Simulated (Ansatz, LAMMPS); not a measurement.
# Rapidly quenched Al48Fe52 (at. %) (94 atoms): a single point

What does DFT give for rapidly quenched Al48Fe52 (at. %) (94 atoms) as built?

Calculated with Ansatz 0.2.0; Kohn-Sham DFT, PBEsol, PAW (set soft_2), plane waves.

### 1. Set-up

The cell holds 94 atoms: 45 Al and 49 Fe. Its edges and angles: a = 10.668 Å, b = 10.668 Å, c = 10.668 Å, α = 90.0°, β = 90.0°, γ = 90.0°. 94 atoms (45 Al, 49 Fe) placed at random at 4.39 g/cm³, melted at 2200 K for 10 ps at fixed volume with the EAM Al-Fe potential (Mendelev, Srolovitz, Ackland and Han, J. Mater. Res. 20, 208 (2005)). Quenched from 2200 K to 300 K at 100 K/ps and zero pressure, held 5 ps.

What the set-up can't give: The quench rate of 100 K/ps is orders of magnitude faster than experiment, which tends to freeze in extra defects. The network of bonds at the start is that of the classical potential that made the cell, and needn't be the one that DFT or experiment would give.

### 2. How the cell was made

A classical potential supplies the starting structure, since it reaches far longer times than DFT.

This step: classical MD, EAM Al-Fe potential (Mendelev, Srolovitz, Ackland and Han, J. Mater. Res. 20, 208 (2005)) (LAMMPS 22 Jul 2025 - Update 4).

Contents of in.lmp:

```
# melt-quench of Al45Fe49
units metal
atom_style atomic
boundary p p p
region box block 0 11.4353 0 11.4353 0 11.4353
create_box 2 box
mass 1 26.9815   # Al
mass 2 55.8450   # Fe
create_atoms 1 random 45 595184 NULL overlap 1.81 maxtry 2000
create_atoms 2 random 49 595191 NULL overlap 1.81 maxtry 2000
pair_style eam/fs
pair_coeff * * AlFe_mm.eam.fs Al Fe
neigh_modify delay 0 every 1 check yes
thermo_style custom step time temp pe press density
thermo_modify norm yes
timestep 0.002
thermo 100
min_style cg
minimize 1e-4 1e-4 200 2000
reset_timestep 0
velocity all create 2200 595185 mom yes dist gaussian
fix lim all nve/limit 0.05
fix lan all langevin 2200 2200 0.2 595186 zero yes
thermo 500
run 1000 post no
unfix lim
unfix lan
thermo 833
fix md all nvt temp 2200 2200 0.2
run 5000 post no
unfix md
thermo 950
fix md all npt temp 2200 300 0.2 iso 0 0 2
run 9500 post no
unfix md
thermo 1250
fix md all npt temp 300 300 0.2 iso 0 0 2
run 2500 post no
unfix md
write_dump all custom glass.dump id type xs ys zs modify sort id
```

Started as:

```
$ lmp -in in.lmp -log none -nocite
```

Numbers of over 12 decimals in the logs are rounded to 6 here.

What it wrote:

```text
LAMMPS (22 Jul 2025 - Update 4)
Created orthogonal box = (0 0 0) to (11.4353 11.4353 11.4353)
Created 45 atoms
Created 49 atoms
   Step          Time           Temp          PotEng         Press         Density
         0   0              0             -2.2004229      282018.19      4.3869896
        76   0.152          0             -3.6363292     -89563.802      4.3869896
Loop time of 0.031871 s on 1 MPI rank(s) for 76 steps with 94 atoms
Minimization stats:
  Stopping criterion = energy tolerance
  Energy initial, next-to-last, final =
     -2.20042287321078  -3.63599267547575  -3.63632921929384
  Force two-norm initial, final = 73.518495 0.56912831
[... 14 lines left out ...]
[... 1 line left out ...]
Loop time of 1.34793 s on 1 MPI rank(s) for 5000 steps with 94 atoms
   Step          Time           Temp          PotEng         Press         Density
[... 12 lines left out ...]
Loop time of 2.87507 s on 1 MPI rank(s) for 9500 steps with 94 atoms
   Step          Time           Temp          PotEng         Press         Density
     15500   31             318.61497     -3.7943794     -12112.412      5.4225756
     16250   32.5           333.7598      -3.7988304     -4415.3201      5.4571707
     17500   35             334.56551     -3.7902021      7871.3184      5.493827
     18000   36             310.03896     -3.7989743     -16706.7        5.4033317
Loop time of 0.746502 s on 1 MPI rank(s) for 2500 steps with 94 atoms
```

Wall time 5.4 s (1 thread of Arm Neoverse V2, shared host); peak memory 0.07 GiB.

### 3. Plane-wave single point

One self-consistent run at the given positions yields energy and forces.

Contents of input.yaml:

```yaml
crystal:
  lattice:
    - [10.66799, 0.0, 0.0]
    - [0.0, 10.66799, 0.0]
    - [0.0, 0.0, 10.66799]
  atoms:
    - { symbol: Al, position: [0.40606, 0.69293, 0.54193] }
    - { symbol: Al, position: [0.99345, 0.04505, 0.25676] }
    - { symbol: Al, position: [0.64075, 0.72292, 0.15878] }
    - { symbol: Al, position: [0.25311, 0.88123, 0.65072] }
    - { symbol: Al, position: [0.2415, 0.77167, 0.39472] }
    - { symbol: Al, position: [0.69399, 0.9647, 0.72185] }
    - { symbol: Al, position: [0.08996, 0.02418, 0.79774] }
    - { symbol: Al, position: [0.43599, 0.61183, 0.25605] }
    - { symbol: Al, position: [0.77805, 0.52604, 0.80391] }
    - { symbol: Al, position: [0.67976, 0.85663, 0.93595] }
    - { symbol: Al, position: [0.00032, 0.34217, 0.7303] }
    - { symbol: Al, position: [0.57293, 0.60189, 0.91047] }
    - { symbol: Al, position: [0.52479, 0.44522, 0.09575] }
    - { symbol: Al, position: [0.31652, 0.06759, 0.82633] }
    - { symbol: Al, position: [0.98527, 0.76739, 0.53295] }
    - { symbol: Al, position: [0.17696, 0.52545, 0.80283] }
    - { symbol: Al, position: [0.10334, 0.96763, 0.48568] }
    - { symbol: Al, position: [0.87768, 0.71835, 0.96542] }
    - { symbol: Al, position: [0.81768, 0.75524, 0.74703] }
    - { symbol: Al, position: [0.32415, 0.38584, 0.21761] }
    - { symbol: Al, position: [0.96844, 0.15819, 0.53855] }
    - { symbol: Al, position: [0.68824, 0.90063, 0.34155] }
    - { symbol: Al, position: [0.77491, 0.57122, 0.53131] }
    - { symbol: Al, position: [0.54346, 0.09807, 0.37986] }
    - { symbol: Al, position: [0.06724, 0.895, 0.03563] }
    - { symbol: Al, position: [0.21027, 0.98833, 0.25029] }
    - { symbol: Al, position: [0.15896, 0.22691, 0.40466] }
    - { symbol: Al, position: [0.97808, 0.60759, 0.15345] }
    - { symbol: Al, position: [0.55081, 0.49548, 0.49325] }
    - { symbol: Al, position: [0.48571, 0.87002, 0.76552] }
    - { symbol: Al, position: [0.33773, 0.60017, 0.02148] }
    - { symbol: Al, position: [0.46006, 0.81509, 0.99632] }
    - { symbol: Al, position: [0.281, 0.5088, 0.42686] }
    - { symbol: Al, position: [0.7651, 0.52145, 0.0677] }
    - { symbol: Al, position: [0.78414, 0.33759, 0.63707] }
    - { symbol: Al, position: [0.97796, 0.40835, 0.49255] }
    - { symbol: Al, position: [0.64773, 0.19286, 0.75395] }
    - { symbol: Al, position: [0.17815, 0.4192, 0.03231] }
    - { symbol: Al, position: [0.32832, 0.02627, 0.45809] }
    - { symbol: Al, position: [0.8408, 0.90257, 0.13355] }
    - { symbol: Al, position: [0.06081, 0.76105, 0.78093] }
    - { symbol: Al, position: [0.44056, 0.88977, 0.28542] }
    - { symbol: Al, position: [0.87999, 0.13228, 0.78623] }
    - { symbol: Al, position: [0.54042, 0.17187, 0.13491] }
    - { symbol: Al, position: [0.82742, 0.70994, 0.31279] }
    - { symbol: Fe, position: [0.89426, 0.93349, 0.88482], spin: 2.2 }
    - { symbol: Fe, position: [0.35125, 0.15963, 0.24998], spin: 2.2 }
    - { symbol: Fe, position: [0.25562, 0.79258, 0.13791], spin: 2.2 }
    - { symbol: Fe, position: [0.37461, 0.48765, 0.66371], spin: 2.2 }
    - { symbol: Fe, position: [0.35505, 0.25088, 0.00098], spin: 2.2 }
    - { symbol: Fe, position: [0.74459, 0.81701, 0.54772], spin: 2.2 }
    - { symbol: Fe, position: [0.47373, 0.0694, 0.63433], spin: 2.2 }
    - { symbol: Fe, position: [0.57679, 0.27186, 0.54448], spin: 2.2 }
    - { symbol: Fe, position: [0.05404, 0.60524, 0.40837], spin: 2.2 }
    - { symbol: Fe, position: [0.75528, 0.11726, 0.26544], spin: 2.2 }
    - { symbol: Fe, position: [0.57918, 0.30916, 0.9413], spin: 2.2 }
    - { symbol: Fe, position: [0.9397, 0.25004, 0.31393], spin: 2.2 }
    - { symbol: Fe, position: [0.25514, 0.86326, 0.89267], spin: 2.2 }
    - { symbol: Fe, position: [0.7405, 0.3177, 0.15254], spin: 2.2 }
    - { symbol: Fe, position: [0.97802, 0.56596, 0.67018], spin: 2.2 }
    - { symbol: Fe, position: [0.36903, 0.02095, 0.07048], spin: 2.2 }
    - { symbol: Fe, position: [0.16813, 0.09015, 0.00928], spin: 2.2 }
    - { symbol: Fe, position: [0.97787, 0.49753, 0.92698], spin: 2.2 }
    - { symbol: Fe, position: [0.18574, 0.37881, 0.60351], spin: 2.2 }
    - { symbol: Fe, position: [0.59744, 0.95632, 0.13128], spin: 2.2 }
    - { symbol: Fe, position: [0.59885, 0.66492, 0.68026], spin: 2.2 }
    - { symbol: Fe, position: [0.79718, 0.3207, 0.90541], spin: 2.2 }
    - { symbol: Fe, position: [0.95293, 0.37006, 0.10741], spin: 2.2 }
    - { symbol: Fe, position: [0.03578, 0.25579, 0.92092], spin: 2.2 }
    - { symbol: Fe, position: [0.52845, 0.33453, 0.31442], spin: 2.2 }
    - { symbol: Fe, position: [0.12351, 0.67259, 0.97166], spin: 2.2 }
    - { symbol: Fe, position: [0.71815, 0.08974, 0.52356], spin: 2.2 }
    - { symbol: Fe, position: [0.03374, 0.81179, 0.27693], spin: 2.2 }
    - { symbol: Fe, position: [0.53648, 0.0584, 0.9016], spin: 2.2 }
    - { symbol: Fe, position: [0.74888, 0.33173, 0.40332], spin: 2.2 }
    - { symbol: Fe, position: [0.66213, 0.52409, 0.28126], spin: 2.2 }
    - { symbol: Fe, position: [0.60201, 0.70809, 0.39974], spin: 2.2 }
    - { symbol: Fe, position: [0.92521, 0.12318, 0.06377], spin: 2.2 }
    [... 10 atom lines left out ...]
    - { symbol: Fe, position: [0.59128, 0.43834, 0.72313], spin: 2.2 }
    - { symbol: Fe, position: [0.18855, 0.65135, 0.60438], spin: 2.2 }
    - { symbol: Fe, position: [0.35833, 0.67879, 0.78601], spin: 2.2 }
    - { symbol: Fe, position: [0.42155, 0.26529, 0.73494], spin: 2.2 }
    - { symbol: Fe, position: [0.20822, 0.13873, 0.62964], spin: 2.2 }
    - { symbol: Fe, position: [0.14359, 0.21554, 0.17346], spin: 2.2 }
magnetization:
  spin_polarized: true
kpoints:
  mp_grid: { grid: [2, 2, 2] }
hamiltonian:
  xc: pbesol
scf:
  occupations: { method: fermi_dirac, width: 0.1 }
output:
  forces: true
  stress: true
  populations: true
  dos:
    method: { smearing: { sigma: 0.08 } }
    de: 0.1
    projected: { site_lists: { Al: [Al], Fe: [Fe] } }
  eigenvalues: true
  write_density: true
  write_potential: true
  volumetric_format: npy
```

Started as:

```
$ ansatz run input.yaml --threads 8 --pin off --max-ram 15872MiB --backend cpu --events-out ev --progress --plain --runs-dir out
```

What it wrote:

```text
Engine: ansatz 0.2.0, aarch64-unknown-linux-gnu
Pseudopotentials: kind: paw
Pseudopotential: Al, paw, valence charge 3, recommended cutoff 420 eV (normal), Al.paw.azcp
Pseudopotential: Fe, paw, valence charge 16, recommended cutoff 420 eV (normal), Fe.paw.azcp
[... 3 lines on functional and potentials left out ...]
Crystal: 94 atoms, lattice volume = 1214.081 Å³
Basis set: ecut = 420 eV, 23703 PW (Γ), exchange–correlation on 144×144×144 points (8 copies of the dense FFT grid, shifted against one another)
Bands: 617, of which v1, the nominal top of the filled ones, is band 460 counted from 1 (459 counted from 0)
Symmetry: 1 space group operations
Space group: P1 (ITA 1), of the structure as read, at distance tolerance 1.1e-4 Å
Magnetic group: BNS 1.1 (UNI 1), of the structure as read, at distance tolerance 1.1e-4 Å
k-points: 8
[... 7 lines on functional and potentials left out ...]
Initial density: superposition of atomic densities (chi_scale 0.1, normalization cell)
Starting moments: Σ|m| = 107.8 μB on 49 of 94 sites
Initial wavefunctions: pseudopotential atomic-orbital guess
Functional: x = pbesol(κ = 0.804, μ = 0.123457), c = pbesol(β = 0.046)
SCF iter   1: F=—  HF=-241620.978241 eV  |F-HF|=—  |Δ(HF+E_count)|=         —  Δρ=5.81e-2 (↑2.44e-2 ↓5.81e-2)  dr2=1.43e2  dr2_m=9.43e0  M=87.974 μB ∫|m|=93.773 μB  β_m=0.30  ethr=3.10e-3  ⟨swp⟩=5.2  Hψ=35897  notcnv=0  defer=606
preconditioner: auto → Kerker (q_TF=auto, 2.605 Å⁻¹)  [metal: Δε(μ)=0.005 eV  Ē_g=5.943 eV  σ=0.100 eV  W_gap=0.01  n_scr=364 (ndim 8)  ℏωp=24.5 eV  f_vac=0.000  D(μ)=80.85/eV (n_scr^D=846)]
spin=Collinear: Kerker preconditioning applied to the charge; magnetization (m = ρ↑ − ρ↓) channel mixes plain (no charge-response kernel on spin).
SCF iter   2: F=—  HF=-241620.597766 eV  |F-HF|=—  |Δ(HF+E_count)|=   3.80e-1  Δρ=7.28e-2 (↑5.52e-2 ↓7.28e-2)  dr2=2.72e2  dr2_m=5.57e0  M=86.029 μB ∫|m|=92.591 μB  β_m=0.30  ethr=3.10e-3  ⟨swp⟩=2.1  Hψ=15903  notcnv=0  defer=1121
spin-set hold released at iteration 2 (site moments show no strong build): the magnetisation degrees of freedom join the quasi-Newton model from the next iteration; the mixer history was kept
SCF iter   3: F=—  HF=-241614.598952 eV  |F-HF|=—  |Δ(HF+E_count)|=    6.00e0  Δρ=5.06e-2 (↑2.37e-2 ↓5.06e-2)  dr2=9.20e1  dr2_m=5.12e0  M=86.711 μB ∫|m|=94.096 μB  β_m=0.08  ethr=3.10e-3  ⟨swp⟩=3.8  Hψ=17058  notcnv=0  defer=1121
SCF iter   4: F=—  HF=-241610.578312 eV  |F-HF|=—  |Δ(HF+E_count)|=    4.02e0  Δρ=1.97e-2 (↑1.80e-2 ↓1.97e-2)  dr2=2.93e1  dr2_m=1.51e0  M=87.298 μB ∫|m|=95.159 μB  β_m=0.14  ethr=3.10e-3  ⟨swp⟩=2.1  Hψ=10870  notcnv=0  defer=1100
SCF iter   5: F=—  HF=-241606.804394 eV  |F-HF|=—  |Δ(HF+E_count)|=    3.77e0  Δρ=1.57e-2 (↑1.24e-2 ↓1.57e-2)  dr2=1.49e1  dr2_m=8.38e-1  M=86.486 μB ∫|m|=95.656 μB  β_m=0.19  ethr=3.10e-3  ⟨swp⟩=2.0  Hψ=10694  notcnv=0  defer=1081
SCF iter   6: F=—  HF=-241604.354156 eV  |F-HF|=—  |Δ(HF+E_count)|=    2.45e0  Δρ=1.02e-2 (↑9.46e-3 ↓1.02e-2)  dr2=2.76e0  dr2_m=7.82e-1  M=86.221 μB ∫|m|=96.551 μB  β_m=0.29  ethr=1.63e-3  ⟨swp⟩=2.1  Hψ=10094  notcnv=0  defer=1073
SCF iter   7: F=—  HF=-241604.254612 eV  |F-HF|=—  |Δ(HF+E_count)|=   9.95e-2  Δρ=1.46e-2 (↑9.70e-3 ↓1.46e-2)  dr2=6.17e0  dr2_m=6.43e-1  M=86.725 μB ∫|m|=97.128 μB  β_m=0.26  ethr=3.00e-4  ⟨swp⟩=2.2  Hψ=11765  notcnv=0  defer=1055
SCF iter   8: F=—  HF=-241604.120959 eV  |F-HF|=—  |Δ(HF+E_count)|=   1.34e-1  Δρ=8.63e-3 (↑6.06e-3 ↓8.63e-3)  dr2=1.04e0  dr2_m=4.44e-1  M=87.555 μB ∫|m|=97.861 μB  β_m=0.26  ethr=3.00e-4  ⟨swp⟩=2.1  Hψ=11364  notcnv=0  defer=1050
SCF iter   9: F=—  HF=-241604.200250 eV  |F-HF|=—  |Δ(HF+E_count)|=   7.93e-2  Δρ=7.25e-3 (↑4.25e-3 ↓7.25e-3)  dr2=1.13e0  dr2_m=2.10e-1  M=88.706 μB ∫|m|=98.768 μB  β_m=0.22  ethr=1.14e-4  ⟨swp⟩=2.1  Hψ=10955  notcnv=0  defer=1048
SCF iter  10: F=—  HF=-241604.180312 eV  |F-HF|=—  |Δ(HF+E_count)|=   1.99e-2  Δρ=3.82e-3 (↑2.44e-3 ↓3.82e-3)  dr2=3.11e-1  dr2_m=7.92e-2  M=89.390 μB ∫|m|=99.311 μB  β_m=0.36  ethr=1.14e-4  ⟨swp⟩=1.5  Hψ=9292  notcnv=0  defer=1048
[...]
SCF iter  36: F=—  HF=-241604.217088 eV  |F-HF|=—  |Δ(HF+E_count)|=   3.54e-7  Δρ=1.45e-5 (↑1.01e-5 ↓1.45e-5)  dr2=6.84e-6  dr2_m=6.10e-7  M=90.578 μB ∫|m|=100.910 μB  β_m=0.35  ethr=3.67e-10  ⟨swp⟩=2.0  Hψ=9906  notcnv=0  defer=1041
SCF iter  37: F=—  HF=-241604.217088 eV  |F-HF|=—  |Δ(HF+E_count)|=   1.58e-7  Δρ=1.88e-5 (↑1.08e-5 ↓1.88e-5)  dr2=1.10e-5  dr2_m=7.09e-7  M=90.577 μB ∫|m|=100.909 μB  β_m=0.29  ethr=3.67e-10  ⟨swp⟩=2.0  Hψ=11591  notcnv=0  defer=1041
SCF iter  38: F=—  HF=-241604.217088 eV  |F-HF|=—  |Δ(HF+E_count)|=   2.67e-7  Δρ=2.32e-5 (↑1.01e-5 ↓2.32e-5)  dr2=1.69e-5  dr2_m=7.69e-7  M=90.576 μB ∫|m|=100.908 μB  β_m=0.22  ethr=3.67e-10  ⟨swp⟩=2.0  Hψ=14688  notcnv=0  defer=1041
SCF iter  39: F=—  HF=-241604.217088 eV  |F-HF|=—  |Δ(HF+E_count)|=   1.47e-7  Δρ=8.92e-6 (↑4.58e-6 ↓8.92e-6)  dr2=2.63e-6  dr2_m=1.64e-7  M=90.574 μB ∫|m|=100.905 μB  β_m=0.23  ethr=3.67e-10  ⟨swp⟩=2.0  Hψ=12426  notcnv=0  defer=1041
SCF iter  40: F=—  HF=-241604.217088 eV  |F-HF|=—  |Δ(HF+E_count)|=   1.00e-7  Δρ=4.41e-6 (↑2.76e-6 ↓4.41e-6)  dr2=5.14e-7  dr2_m=8.14e-8  M=90.574 μB ∫|m|=100.904 μB  β_m=0.35  ethr=2.86e-10  ⟨swp⟩=1.0  Hψ=8831  notcnv=0  defer=1041
SCF iter  41: F=—  HF=-241604.217088 eV  |F-HF|=—  |Δ(HF+E_count)|=   6.23e-9  Δρ=5.40e-6 (↑3.79e-6 ↓5.40e-6)  dr2=1.15e-6  dr2_m=5.33e-8  M=90.574 μB ∫|m|=100.904 μB  β_m=0.35  ethr=5.59e-11  ⟨swp⟩=2.0  Hψ=9888  notcnv=0  defer=1041
SCF iter  42: F=—  HF=-241604.217088 eV  |F-HF|=—  |Δ(HF+E_count)|=   2.10e-9  Δρ=5.99e-6 (↑3.17e-6 ↓5.99e-6)  dr2=1.13e-6  dr2_m=6.42e-8  M=90.574 μB ∫|m|=100.904 μB  β_m=0.32  ethr=5.59e-11  ⟨swp⟩=2.0  Hψ=14083  notcnv=0  defer=1041
SCF iter  43: F=—  HF=-241604.217088 eV  |F-HF|=—  |Δ(HF+E_count)|=   2.72e-8  Δρ=6.80e-6 (↑3.84e-6 ↓6.80e-6)  dr2=1.85e-6  dr2_m=4.99e-8  M=90.573 μB ∫|m|=100.903 μB  β_m=0.24  ethr=5.59e-11  ⟨swp⟩=2.0  Hψ=12227  notcnv=0  defer=1041
SCF iter  44: F=—  HF=-241604.217088 eV  |F-HF|=—  |Δ(HF+E_count)|=   2.82e-8  Δρ=4.41e-6 (↑1.89e-6 ↓4.41e-6)  dr2=5.49e-7  dr2_m=2.94e-8  M=90.573 μB ∫|m|=100.903 μB  β_m=0.18  ethr=5.59e-11  ⟨swp⟩=2.0  Hψ=12268  notcnv=0  defer=1041
SCF iter  45: F=-241604.217088 eV  HF=-241604.217088 eV  |F-HF|=4.71e-8  |Δ(HF+E_count)|=   1.80e-8  Δρ=1.20e-6 (↑1.03e-6 ↓1.20e-6)  dr2=5.04e-8  dr2_m=7.52e-9  M=90.573 μB ∫|m|=100.903 μB  ethr=1.09e-11  ⟨swp⟩=12.5  Hψ=66302  notcnv=0
SCF 1 converged in 45 iterations: F = -241604.217088 eV  dr2 = 5.04e-8
  greatest PAW one-centre occupation: 1.002 electrons in one spin orbital (limit 2), on the Fe atom at site 80 (counted from 0), in its partial waves of l = 1
some or all of what a close reads of its open shells is tried by no SCF: some or all of their fillings by name were not asked, since the model of its bands would take too long in so large a cell. Whether a lower state lies along it is not known (a run that goes on reads the state that it goes on from)
SCF converged after 45 iterations
Magnetization: 90.5732 μB (504.7866 up, 414.2134 down)
Absolute magnetization: 100.9203 μB (∫|ρ↑−ρ↓|, with the PAW one-centre terms)
Spin contamination: 2.9273 ħ² per cell (⟨S²⟩ above its minimum at these occupations)
Per-site moments (μB) at R_I (Å): [(-0.052031, 1.012503), (-0.045211, 0.964173), (-0.024626, 1.031943), (-0.040508, 1.051852), (-0.027618, 1.031557), [...]
Free energy (F): -241604.217088 eV
Harris-Foulkes:  -241604.217088 eV  (|F-HF|=4.71e-8)
Internal energy: -241601.645015 eV  (E = F + TS)
E sigma→0 (E₀):  -241602.931051 eV
Entropy (-TS):   -2.572073 eV (-27.362 meV/atom)
Fermi energy:    13.226204 eV
--- Per-component energies (eV) ---
  E_band       = -13332.810174
  E_kinetic    = 18374.866983
  E_local      = -170781.690626  (includes V_loc(G=0)·N_el)
  E_nonlocal   = 11248.607133
  E_hartree    = 75697.897883
  E_xc         = -7551.128123
  E_vxc        = -8782.032197  (∫ρ·V_xc dr)
  E_paw        = -85905.431231  (= ΣΔE_a)
  E_vpaw       = -14788.377011  (= ΣTr[D̂ρ^β])
  E_aug_tail   = 0.040892  (compensation charges beyond the density's cutoff)
  E_ewald      = -82694.450064
  E_core_change = 9.642138  (= ΣΔE_core)
  E_smearing   = -2.572073  (= −TS)
  E_closure    = 0.000000  (closes the sum)
  Σ components = -241604.217088   (vs F -241604.217088, Δ=0.00e0)
--- Forces (eV/Å), atoms counted from 1 ---
  atom   1  Al     1.18062772     0.23809319     1.07593425
  atom   2  Al    -0.61155205     0.02220522     0.33633620
  atom   3  Al    -0.51821049     0.29622954    -0.38888620
  atom   4  Al     0.83183054    -0.31972284     0.77107266
  atom   5  Al    -1.24882085    -0.36036544    -0.85918002
  atom   6  Al     0.35721173     0.24382128    -0.77151012
  atom   7  Al    -0.08017903    -0.10041885     0.02341262
  atom   8  Al     0.07912843     0.50901804     0.71444410
  atom   9  Al     0.88721695     0.03687262    -0.32968147
  atom  10  Al     0.35986820     0.79595526     0.47278825
  atom  11  Al     0.59336743     0.71854218     0.20979905
  atom  12  Al    -0.78980612     0.10324849    -0.88066366
  atom  13  Al     0.40890237    -0.27789114     0.83275705
  atom  14  Al     1.28093986     0.78265735     0.18455428
[...]
atom  93  Fe     0.28512229     0.47092227    -0.81292811
  atom  94  Fe    -0.29446691     0.73588612    -0.04508476
  max |Σ_I F_I| component: 1.78e-5 eV/Å
--- Stress (GPa, compression-positive) ---
        0.454832       0.871762      -0.905493
        0.871762      -3.123021      -1.284292
       -0.905493      -1.284291      -4.716691
  P = ⅓ Tr σ = -2.4616 GPa (-24.616 kbar)
--- Band table (eV; the first three rows and the last of 16) ---
  k-point 0 ↑: bands = ["-74.7728", "-74.7709", "-74.7465", "-74.6957", [... 601 levels ...], "18.9883", "19.0053", "19.1489", "19.2017", "19.2919", "19.3169", "19.3772", "19.4970", "19.5478", "19.6761", "19.7424", "19.8072"]
[...]
--- Löwdin populations: 94 sites ---
  site symbol       q [e]    m [muB]
     0     Al      3.3174    -0.1350
     1     Al      3.3503    -0.1467
     2     Al      3.0061    -0.0612
[...]
93     Fe     15.5932     2.0661
  spilling = 0.009302 (of n_electrons = 919.000000)
```

Run time: 14 min. Hardware: 8 threads of Arm Neoverse V2, shared host; peak memory 11 GiB; 1.7 h of CPU time.

Reading the cycles: dr2 is the Hartree energy of the density residual (eV), the measure of convergence; HF is the Harris–Foulkes estimate of the energy, which meets the free energy F at convergence.

The program notes that it cut back its work space to fit the memory limit.

Read from the output:

```
free energy                             : -241604.2171 eV
free energy per atom                    : -2570.2576 eV/atom
SCF cycles                              : 45
pressure                                : -2.462 GPa
r.m.s. force component                  : 0.5847 eV/Å
longest force                           : 2.286 eV/Å
Fermi energy                            : 13.23 eV
levels partly filled by over 2 per cent : 493
total moment                            : 90.57 μB
absolute moment                         : 100.9 μB
spilling of the projection              : 0.009302
```

(Part 1 of 2 ends here.)

[Logs are printed without paths, hosts, clocks, repeated set-up lines and the standing remarks that a program may print on its own settings, such as how far it seeks lower states.]

[Hosts, paths, dates, database ids (printed as entryN), source tags and the programs' standing remarks are cut or masked in the printed files.]
